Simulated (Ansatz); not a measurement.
**Ba2IClF2: complex band structure**

Aim: relax a made-up compound, Ba2IClF2, and see how good a tunnel barrier it would be. It is built by putting Cl for Br in the Ba2IBrF2 structure of space group P4mm, with the volume rescaled by atomic radii. The parent structure comes from the Materials Project.

Main program and level: Ansatz 0.2.0; r2SCAN DFT, plane waves, PAW files, in the first sound run; inputs show where later runs differ.

Report form: the programs' logs are mostly left out.

The structure was built from a prototype and need not be the compound's stable phase.

## 1. The structure

The structure is tetragonal, space group P4mm (No. 99). The conventional cell has a = 4.571 Å, b = 4.571 Å, c = 7.901 Å, α = 90.00°, β = 90.00°, γ = 90.00°. Ba has 4 F at 2.67 Å and 4 I at 3.55 Å and 2 Cl at 3.85 to 4.05 Å nearest. Nearest to Ba lie 4 F at 2.70 Å and 4 Cl at 3.46 Å and 2 I at 3.60 to 4.30 Å and 4 Ba at 4.29 Å. Nearest to I lie 6 Ba at 3.55 to 4.30 Å. Nearest to Cl lie 6 Ba at 3.46 to 4.05 Å and 4 F at 3.51 Å. Nearest to F lie 4 Ba at 2.67 to 2.70 Å. It derives from Ba2IBrF2. Cl for Br in the Ba2IBrF2 structure of space group P4mm. Farther neighbours and most contacts between anions are not listed.

## 2. Relaxing the new crystal

The substituted atoms don't fit the parent's cell, so cell and atoms relax together. A small smearing keeps the run stable in case the gap closes on the way.

File input.yaml:

```yaml
crystal:
  lattice:
    - [4.5709452519, 0.0, 0.0]
    - [0.0, 4.5709452519, 0.0]
    - [0.0, 0.0, 7.9007813127]
  atoms:
    - { symbol: Ba, position: [0.5, 0.5, 0.827396] }
    - { symbol: Ba, position: [0.0, 0.0, 0.185191] }
    - { symbol: I, position: [0.0, 0.0, 0.641387] }
    - { symbol: Cl, position: [0.5, 0.5, 0.340098] }
    - { symbol: F, position: [0.5, 0.0, 0.002964] }
    - { symbol: F, position: [0.0, 0.5, 0.002964] }
kpoints:
  mp_grid: { grid: [6, 6, 4] }
scf:
  occupations: { method: gaussian, width: 0.03 }
hamiltonian:
  xc: r2scan
output:
  forces: true
  stress: true
relax:
  f_tol: 0.02
  max_steps: 60
  cell: {}
```

Launch:

```
$ ansatz run input.yaml --threads 2 --pin off --max-ram 4096MiB --backend cpu --events-out ev --progress --plain --runs-dir out
```

It took 98 s on 2 threads of Arm Neoverse V2, shared host; peak memory 0.76 GiB.

The steps of the relaxation:

```csv
step,energy less that of the first step (eV),largest force component (eV/Å),pressure (GPa),volume (Å³)
1,0.0000,0.3608,-1.13,165.08
2,-0.0492,0.3006,0.29,159.08
3,-0.0636,0.1123,0.75,158.89
4,-0.0781,0.0635,0.28,161.47
5,-0.0853,0.0497,0.06,163.93
6,-0.0870,0.0250,-0.07,164.39
7,-0.0877,0.0198,0.02,163.92
8*,-0.0873,0.0197,0.02,163.92
```

Relaxation steps marked * repeat the geometry before them on a plane-wave basis chosen anew for their cell, so energy and pressure can jump there.

Forces are held to the 8 operations that the run works with; a distortion that breaks them can't arise in this run.

```csv
"conventional cell, symmetrised",before,after,change
a (Å),4.571,4.473,-2.1 %
b (Å),4.571,4.473,-2.1 %
c (Å),7.901,8.193,+3.7 %
volume (Å³/atom),27.51,27.32,-0.7 %
```

The atoms that moved most (Å, as changes of fractional coordinates times the final cell):

```csv
atom,dx,dy,dz,length
Cl4,0.000,0.000,-0.275,0.275
Ba1,0.000,0.000,0.138,0.138
Ba2,0.000,0.000,0.085,0.085
F5,0.000,0.000,0.047,0.047
F6,0.000,0.000,0.047,0.047
I3,0.000,0.000,-0.042,0.042
```

Numbers from this step:

```yaml
free_energy: -22174.5674 eV
fermi_energy: 7.319 eV
pressure: 0.02247 GPa
```

The largest force component on a free atom ends at 0.020 eV/Å.

## 3. Band edges

The energy window and the wavevectors of the next steps follow from the band edges, so these are searched first, off the mesh as well.

File input.yaml:

```yaml
crystal:
  lattice:
    - [4.4731346947, 0.0, 0.0]
    - [0.0, 4.4731346947, 0.0]
    - [0.0, 0.0, 8.1925136293]
  atoms:
    - { symbol: Ba, position: [0.5, 0.5, 0.8442683951] }
    - { symbol: Ba, position: [0.0, 0.0, 0.1955810019] }
    - { symbol: I, position: [0.0, 0.0, 0.6362804943] }
    - { symbol: Cl, position: [0.5, 0.5, 0.306484311] }
    - { symbol: F, position: [0.5, 0.0, 0.0086928988] }
    - { symbol: F, position: [0.0, 0.5, 0.0086928988] }
kpoints:
  mp_grid: { grid: [6, 6, 4] }
  band_path: { path: [VBM, CBM], npoints: 30 }
scf:
  occupations: { method: fixed }
hamiltonian:
  xc: r2scan
output:
  eigenvalues: true
  write_potential: true
  write_density: true
  volumetric_format: npy
```

It took 49 s on 2 threads; peak memory 0.71 GiB.

This step gave:

| Item | Value |
| --- | --- |
| Fermi energy | 4.813 eV |
| gap on the k-mesh | 5.011 eV |
| gap on path | 5.011 eV, by band count; negative where bands overlap |
| direct gap on path | 5.011 eV |
| edge places on path | 0, 0 1/A along the path |

Levels at VBM (eV): -3.59, -3.53, -3.46, -3.46, -2.97, -2.97, -1.50, -1.15, -1.15, -0.36, 0.00, 0.00, 5.01, 5.71, 5.75, 6.20, 6.79, 7.14.

The searched edges give 5.01 eV, as on the mesh.

## 4. Complex bands, plane (001), k-mesh 6×6×4

This step: r2SCAN DFT, plane waves, PAW files; complex bands by layer matching along the plane's normal (Ansatz 0.2.0).

The same crystal is laid in a cell whose first two vectors span the (001) plane (indices of the standard conventional cell, whose axes can be ordered otherwise than in the bulk input). At fixed energy and wavevector in the plane the solver finds all kz, real and complex. A few wavevectors are listed, (0, 0) and (0.5, 0) in units of the plane's reciprocal vectors; the slowest state needn't be among them.

File input.yaml:

```yaml
crystal:
  lattice:
    - [4.473134695, 0.0, 0.0]
    - [0.0, 4.473134695, 0.0]
    - [0.0, 0.0, 8.192513629]
  atoms:
    - { symbol: Ba, position: [0.5, 0.5, 0.8442683951] }
    - { symbol: Ba, position: [0.0, 0.0, 0.1955810019] }
    - { symbol: I, position: [0.0, 0.0, 0.6362804943] }
    - { symbol: Cl, position: [0.5, 0.5, 0.306484311] }
    - { symbol: F, position: [0.5, 0.0, 0.0086928988] }
    - { symbol: F, position: [0.0, 0.5, 0.0086928988] }
kpoints:
  mp_grid: { grid: [6, 6, 4] }
scf:
  occupations: { method: fixed }
hamiltonian:
  xc: r2scan
output:
  eigenvalues: true
  transmission:
    leads: [[0, 0]]
    kpoints: [[0.0, 0.0], [0.5, 0.0]]
    e_range: [-1.0, 6.01]
    de: 0.18
```

Run time: 36 s. Hardware: 2 threads; peak memory 1 GiB.

This step gave:

```yaml
level_to_which_the_leads_are_filled: 2.505 eV from the Fermi level
decay_constant_at_the_filling_level_zone_centre: 0.3796 Å⁻¹
decay_constant_at_the_filling_level_slowest_listed_point: 0.3796 Å⁻¹
```

K parallel (0, 0); values up to 1.5 1/Å, a degenerate pair printed once or twice; energies at which all values exceed this have no row. Im kz of the slowest decaying states against energy, zero at the highest filled level on the SCF mesh:

```csv
energy (eV),decay 1 (Å⁻¹),decay 2 (Å⁻¹),decay 3 (Å⁻¹),decay 4 (Å⁻¹)
-1.00,0.143,0.362,0.598,1.00
-0.64,0.476,0.601,0.990,1.02
-0.28,0.119,0.449,0.600,0.971
0.08,0.252,0.367,0.596,0.951
0.44,0.310,0.590,0.609,0.927
0.80,0.344,0.582,0.726,0.901
0.98,0.356,0.577,0.779,0.887
1.34,0.372,0.566,0.856,0.883
1.70,0.380,0.553,0.823,0.900
2.06,0.382,0.538,0.787,0.912
2.42,0.380,0.520,0.747,0.921
2.78,0.373,0.501,0.702,0.928
3.14,0.362,0.478,0.652,0.932
3.50,0.347,0.453,0.595,0.935
3.86,0.327,0.423,0.529,0.938
4.04,0.316,0.407,0.490,0.921
4.40,0.288,0.370,0.398,0.883
4.76,0.254,0.263,0.324,0.841
5.12,0.208,0.264,0.795,0.869
5.48,0.0745,0.141,0.172,0.744
5.84,0.687,0.712,0.772,1.25
```

K parallel (0.5, 0); values up to 1.5 1/Å, a degenerate pair printed once or twice; energies at which all values exceed this have no row. Table of Im kz of the slowest decaying states by energy, zero at the highest filled level on the SCF mesh:

```csv
energy (eV),decay 1 (Å⁻¹),decay 2 (Å⁻¹),decay 3 (Å⁻¹),decay 4 (Å⁻¹)
-1.00,0.210,0.542,0.672,0.675
-0.64,0.392,0.608,0.671,0.769
-0.28,0.355,0.405,0.453,0.757
0.08,0.464,0.501,0.502,0.695
0.44,0.484,0.616,0.618,0.833
0.80,0.492,0.628,0.669,0.846
0.98,0.493,0.631,0.687,0.849
1.34,0.492,0.632,0.713,0.850
1.70,0.487,0.628,0.730,0.845
2.06,0.479,0.620,0.742,0.836
2.42,0.468,0.609,0.749,0.822
2.78,0.455,0.595,0.753,0.805
3.14,0.440,0.577,0.755,0.783
3.50,0.421,0.555,0.755,0.757
3.86,0.400,0.529,0.726,0.755
4.04,0.388,0.515,0.709,0.754
4.40,0.361,0.481,0.67,0.755
4.76,0.330,0.441,0.624,0.760
5.12,0.292,0.389,0.568,0.778
5.48,0.244,0.258,0.376,0.496
5.84,0.165,0.328,0.386,0.806
```

At the listed wavevectors the last open channel is at -0.46 eV and the next at +5.12 eV on the grid, wider than the gap, since narrow bands can fall between grid energies. At +2.42 eV, the grid energy nearest the filling level (the middle of the gap on the SCF mesh), the slowest state at the listed wavevectors decays with κ = 0.380 Å⁻¹, its amplitude falling by e over 2.6 Å. Through 1 nm of this crystal that state's transmission falls by exp(−2 × 0.380 Å⁻¹ × 10 Å) = 5.0e-4.

## 5. Decay over the two-dimensional zone

The listed points could miss the slowest state, so one energy near mid-gap is solved on a mesh of 10×10.

input.yaml, as its differences from that of step 4:

```diff
@@ -20,6 +20,2 @@
   eigenvalues: true
-  transmission:
-    leads: [[0, 0]]
-    kpoints: [[0.0, 0.0], [0.5, 0.0]]
-    e_range: [-1.0, 6.01]
-    de: 0.18
+  transmission: { leads: [[0, 0]], kmesh: [10, 10], e_range: [2.51, 2.52], de: 0.05 }
```

Run time: 47 s. Hardware: 2 threads; peak memory 1.1 GiB; 93 s of CPU time.

Numbers from this step:

| Property | Result |
| --- | --- |
| least decay constant on the mesh | 0.3783 Å⁻¹ |

Slowest decay constant (1/Å; 0 where a channel is open) over k1 and k2. At 2.5100 eV from the Fermi level.

Values, 10 rows by 10 columns:
```
0.514 0.507 0.490 0.473 0.465 0.463 0.465 0.473 0.490 0.507
0.491 0.490 0.479 0.462 0.453 0.451 0.453 0.462 0.479 0.490
0.475 0.473 0.462 0.444 0.431 0.427 0.431 0.444 0.462 0.473
0.467 0.465 0.453 0.431 0.406 0.395 0.406 0.431 0.453 0.465
0.465 0.463 0.451 0.427 0.395 0.378 0.395 0.427 0.451 0.463
0.467 0.465 0.453 0.431 0.406 0.395 0.406 0.431 0.453 0.465
0.475 0.473 0.462 0.444 0.431 0.427 0.431 0.444 0.462 0.473
0.491 0.490 0.479 0.462 0.453 0.451 0.453 0.462 0.479 0.490
0.514 0.507 0.490 0.473 0.465 0.463 0.465 0.473 0.490 0.507
0.525 0.514 0.491 0.475 0.467 0.465 0.467 0.475 0.491 0.514
```
Columns: k1 (b1) from -0.5 to 0.4; rows upwards: k2 (b2) from -0.5 to 0.4.

The least value on the mesh is 0.378 Å⁻¹ at +2.51 eV. At that energy the listed points give about 0.378 Å⁻¹ by interpolation, so the mesh holds no clearly slower state.

## 6. Complex bands, plane (100), k-mesh 6×4×6

The same for the (100) plane, at (0, 0) and (0.5, 0), to see how the decay depends on direction.

File input.yaml:

```yaml
crystal:
  lattice:
    - [4.473134695, 0.0, 0.0]
    - [0.0, 8.192513629, 0.0]
    - [0.0, 0.0, 4.473134695]
  atoms:
    - { symbol: Ba, position: [0.5, 0.8442683951, 0.5] }
    - { symbol: Ba, position: [0.0, 0.1955810019, 0.0] }
    - { symbol: I, position: [0.0, 0.6362804943, 0.0] }
    - { symbol: Cl, position: [0.5, 0.306484311, 0.5] }
    - { symbol: F, position: [0.0, 0.0086928988, 0.5] }
    - { symbol: F, position: [0.5, 0.0086928988, 0.0] }
kpoints:
  mp_grid: { grid: [6, 4, 6] }
scf:
  occupations: { method: fixed }
hamiltonian:
  xc: r2scan
output:
  eigenvalues: true
  transmission:
    leads: [[0, 0]]
    kpoints: [[0.0, 0.0], [0.5, 0.0]]
    e_range: [-1.0, 6.01]
    de: 0.18
```

The job ended after 1.7 min (2 threads; peak memory 1.7 GiB; 3.3 min of CPU time).

This step gave:

```yaml
decay_constant_at_the_filling_level_zone_centre: 0.3387 Å⁻¹
decay_constant_at_the_filling_level_slowest_listed_point: 0.3387 Å⁻¹
```

K parallel (0, 0); values up to 1.5 1/Å, a degenerate pair printed once or twice; energies at which all values exceed this have no row. The Im kz of the slowest decaying states by energy, zero at the highest filled level on the SCF mesh:

```csv
energy (eV),decay 1 (Å⁻¹),decay 2 (Å⁻¹),decay 3 (Å⁻¹),decay 4 (Å⁻¹)
-1.00,0.154,0.213,0.301,0.541
-0.64,0.158,0.342,0.484,0.504
-0.28,0.342,0.395,0.507,0.587
0.08,0.0986,0.292,0.478,0.532
0.44,0.212,0.485,0.513,0.573
0.80,0.265,0.495,0.575,0.602
0.98,0.283,0.498,0.593,0.608
1.34,0.309,0.500,0.615,0.616
1.70,0.326,0.497,0.619,0.628
2.06,0.335,0.490,0.617,0.635
2.42,0.339,0.477,0.611,0.628
2.78,0.337,0.460,0.596,0.606
3.14,0.329,0.437,0.579,0.584
3.50,0.316,0.410,0.557,0.560
3.86,0.295,0.377,0.526,0.538
4.04,0.280,0.359,0.509,0.526
4.40,0.237,0.320,0.469,0.507
4.76,0.160,0.277,0.421,0.475
5.12,0.227,0.360,0.441,0.479
5.48,0.154,0.267,0.314,0.413
5.84,0.0880,0.213,0.284,0.379
```

K parallel (0.5, 0); values up to 1.5 1/Å, a degenerate pair printed once or twice; energies at which all values exceed this have no row. The Im kz of the slowest decaying states by energy, zero at the highest filled level on the SCF mesh:

```csv
energy (eV),decay 1 (Å⁻¹),decay 2 (Å⁻¹),decay 3 (Å⁻¹),decay 4 (Å⁻¹)
-1.00,0.134,0.262,0.307,0.394
-0.64,0.225,0.468,0.535,0.926
-0.28,0.390,0.480,0.534,0.540
0.08,0.201,0.457,0.583,0.583
0.44,0.294,0.499,0.610,0.616
0.80,0.344,0.528,0.627,0.640
0.98,0.361,0.539,0.632,0.649
1.34,0.385,0.557,0.637,0.663
1.70,0.399,0.570,0.636,0.672
2.06,0.406,0.578,0.631,0.678
2.42,0.408,0.581,0.622,0.681
2.78,0.405,0.578,0.611,0.680
3.14,0.398,0.569,0.597,0.677
3.50,0.387,0.555,0.581,0.671
3.86,0.372,0.535,0.561,0.663
4.04,0.362,0.524,0.550,0.658
4.40,0.340,0.496,0.523,0.630
4.76,0.311,0.461,0.491,0.582
5.12,0.273,0.416,0.452,0.520
5.48,0.221,0.354,0.405,0.427
5.84,0.134,0.250,0.319,0.424
```

At the listed wavevectors the last open channel is at -0.10 eV and the next at +5.12 eV on the grid. At +2.42 eV, the grid energy nearest the filling level (the middle of the gap on the SCF mesh), the slowest state at the listed wavevectors decays with κ = 0.339 Å⁻¹, its amplitude falling by e over 3.0 Å; the first such run, plane (001), gave 0.380 Å⁻¹.

## 7. Band edges at another level, cutoff 420 eV

This step: PBE DFT, plane waves, PAW files (Ansatz 0.2.0).

The edges again with PBE, at the same atoms. Against that run the cutoff is 420 eV against 500.

File input.yaml:

```yaml
crystal:
  lattice:
    - [4.4731346947, 0.0, 0.0]
    - [0.0, 4.4731346947, 0.0]
    - [0.0, 0.0, 8.1925136293]
  atoms:
    - { symbol: Ba, position: [0.5, 0.5, 0.8442683951] }
    - { symbol: Ba, position: [0.0, 0.0, 0.1955810019] }
    - { symbol: I, position: [0.0, 0.0, 0.6362804943] }
    - { symbol: Cl, position: [0.5, 0.5, 0.306484311] }
    - { symbol: F, position: [0.5, 0.0, 0.0086928988] }
    - { symbol: F, position: [0.0, 0.5, 0.0086928988] }
kpoints:
  mp_grid: { grid: [6, 6, 4] }
  band_path: { path: [VBM, CBM], npoints: 30 }
scf:
  occupations: { method: fixed }
hamiltonian:
  xc: pbe
output:
  eigenvalues: true
```

The job ended after 30 s (2 threads; peak memory 0.43 GiB; 60 s of CPU time).

Numbers from this step:

```
free energy        : -22121.1151 eV
Fermi energy       : 5.139 eV
gap on the k-mesh  : 4.529 eV
gap on path        : 4.529 eV, by band count; negative where bands overlap
direct gap on path : 4.529 eV
```

Levels at VBM (eV): -3.45, -3.37, -3.30, -3.30, -2.81, -2.81, -1.45, -1.08, -1.08, -0.33, 0.00, 0.00, 4.53, 5.01, 5.23, 5.70, 6.22, 6.55.

The searched edges give 4.53 eV, as on the mesh.

## 8. Complex bands at another level, cutoff 420 eV

This step: PBE DFT, plane waves, PAW files; complex bands by layer matching along the plane's normal (Ansatz 0.2.0).

The complex bands at that level, over its own gap, at (0, 0) and (0.5, 0).

input.yaml, as its differences from that of step 7:

```diff
@@ -2,5 +2,5 @@
   lattice:
-    - [4.4731346947, 0.0, 0.0]
-    - [0.0, 4.4731346947, 0.0]
-    - [0.0, 0.0, 8.1925136293]
+    - [4.473134695, 0.0, 0.0]
+    - [0.0, 4.473134695, 0.0]
+    - [0.0, 0.0, 8.192513629]
   atoms:
@@ -14,3 +14,2 @@
   mp_grid: { grid: [6, 6, 4] }
-  band_path: { path: [VBM, CBM], npoints: 30 }
 scf:
@@ -21 +20,6 @@
   eigenvalues: true
+  transmission:
+    leads: [[0, 0]]
+    kpoints: [[0.0, 0.0], [0.5, 0.0]]
+    e_range: [-1.0, 5.53]
+    de: 0.16
```

The job ended after 21 s (2 threads; peak memory 0.68 GiB; 42 s of CPU time).

This step gave:

```
level to which the leads are filled                       : 2.264 eV from the Fermi level
decay constant at the filling level, zone centre          : 0.3552 Å⁻¹
decay constant at the filling level, slowest listed point : 0.3551 Å⁻¹
```

K parallel (0, 0); values up to 1.5 1/Å, a degenerate pair printed once or twice; energies at which all values exceed this have no row. The Im kz of the slowest decaying states by energy, zero at the highest filled level on the SCF mesh:

```csv
energy (eV),decay 1 (Å⁻¹),decay 2 (Å⁻¹),decay 3 (Å⁻¹),decay 4 (Å⁻¹)
-1.00,0.131,0.276,0.584,0.978
-0.68,0.449,0.587,0.964,1.01
-0.36,0.452,0.586,0.948,1.00
-0.04,0.200,0.207,0.583,0.928
0.28,0.275,0.527,0.578,0.907
0.60,0.313,0.571,0.658,0.883
0.92,0.336,0.562,0.757,0.856
1.24,0.350,0.551,0.827,0.865
1.56,0.357,0.538,0.795,0.881
1.88,0.358,0.524,0.760,0.893
2.20,0.355,0.507,0.722,0.902
2.52,0.348,0.488,0.679,0.908
2.84,0.337,0.467,0.632,0.913
3.16,0.322,0.443,0.578,0.916
3.48,0.302,0.415,0.515,0.918
3.80,0.277,0.383,0.438,0.888
4.12,0.246,0.337,0.344,0.851
4.44,0.163,0.203,0.296,0.811
4.76,0.141,0.233,0.767,0.851
5.08,0.0854,0.132,0.719,0.775
5.40,0.664,0.684,0.768,1.16
```

K parallel (0.5, 0); values up to 1.5 1/Å, a degenerate pair printed once or twice; energies at which all values exceed this have no row. Im kz of the slowest decaying states against energy, zero at the highest filled level on the SCF mesh:

```csv
energy (eV),decay 1 (Å⁻¹),decay 2 (Å⁻¹),decay 3 (Å⁻¹),decay 4 (Å⁻¹)
-1.00,0.209,0.507,0.653,0.661
-0.68,0.473,0.606,0.614,0.738
-0.36,0.292,0.371,0.496,0.718
-0.04,0.399,0.441,0.449,0.705
0.28,0.472,0.569,0.597,0.801
0.60,0.481,0.609,0.633,0.818
0.92,0.483,0.615,0.669,0.825
1.24,0.481,0.615,0.694,0.826
1.56,0.476,0.611,0.710,0.821
1.88,0.469,0.604,0.721,0.812
2.20,0.458,0.593,0.728,0.799
2.52,0.446,0.579,0.732,0.782
2.84,0.431,0.563,0.734,0.761
3.16,0.414,0.542,0.735,0.737
3.48,0.394,0.518,0.708,0.734
3.80,0.371,0.490,0.674,0.733
4.12,0.345,0.456,0.634,0.733
4.44,0.315,0.415,0.586,0.737
4.76,0.278,0.350,0.374,0.527
5.08,0.205,0.230,0.362,0.446
5.40,0.140,0.304,0.315,0.806
```

At the listed wavevectors the last open channel is at -0.36 eV and the next at +4.60 eV on the grid, wider than the gap, since narrow bands can fall between grid energies. At +2.20 eV, the grid energy nearest the filling level (the middle of the gap on the SCF mesh), the slowest state at the listed wavevectors decays with κ = 0.355 Å⁻¹, its amplitude falling by e over 2.8 Å; the first such run, plane (001), gave 0.380 Å⁻¹.

## 9. Summary of results

* band gap: 5.01 eV
* least decay constant at mid-gap, normal to (001): 0.380 Å⁻¹
* least decay constant at mid-gap, normal to (100): 0.339 Å⁻¹
* least decay constant on a mesh, normal to (001): 0.378 Å⁻¹
* least decay constant, PBE: 0.355 Å⁻¹

With r2SCAN, the slowest decay at the wavevectors tried is κ = 0.339 Å⁻¹, normal to (100). Through such a film the transmission near mid-gap falls as exp(−2κd), a factor of ten every 3.4 Å. The directions tried decay at nearly the same rate. A free electron under a barrier of half the gap would need a mass of 0.17 mₑ to decay at this rate. With PBE the gap goes from 5.01 to 4.53 eV and the decay constant, over the first 2 listed wavevectors, from 0.380 to 0.355 Å⁻¹. The compound is made up by substitution; its stability against other phases and against distortions of the cell's symmetry was not tested. r2SCAN still narrows gaps, if less than LDA and GGA do, while spin-orbit coupling, left out here, narrows them in compounds of heavy elements, so the error in κ can go either way.

[Logs are printed without paths, hosts, clocks, repeated set-up lines and the standing remarks that a program may print on its own settings, such as how far it seeks lower states.]

[Hosts, paths, dates, database ids (printed as entryN), source tags and the programs' standing remarks are cut or masked in the printed files.]
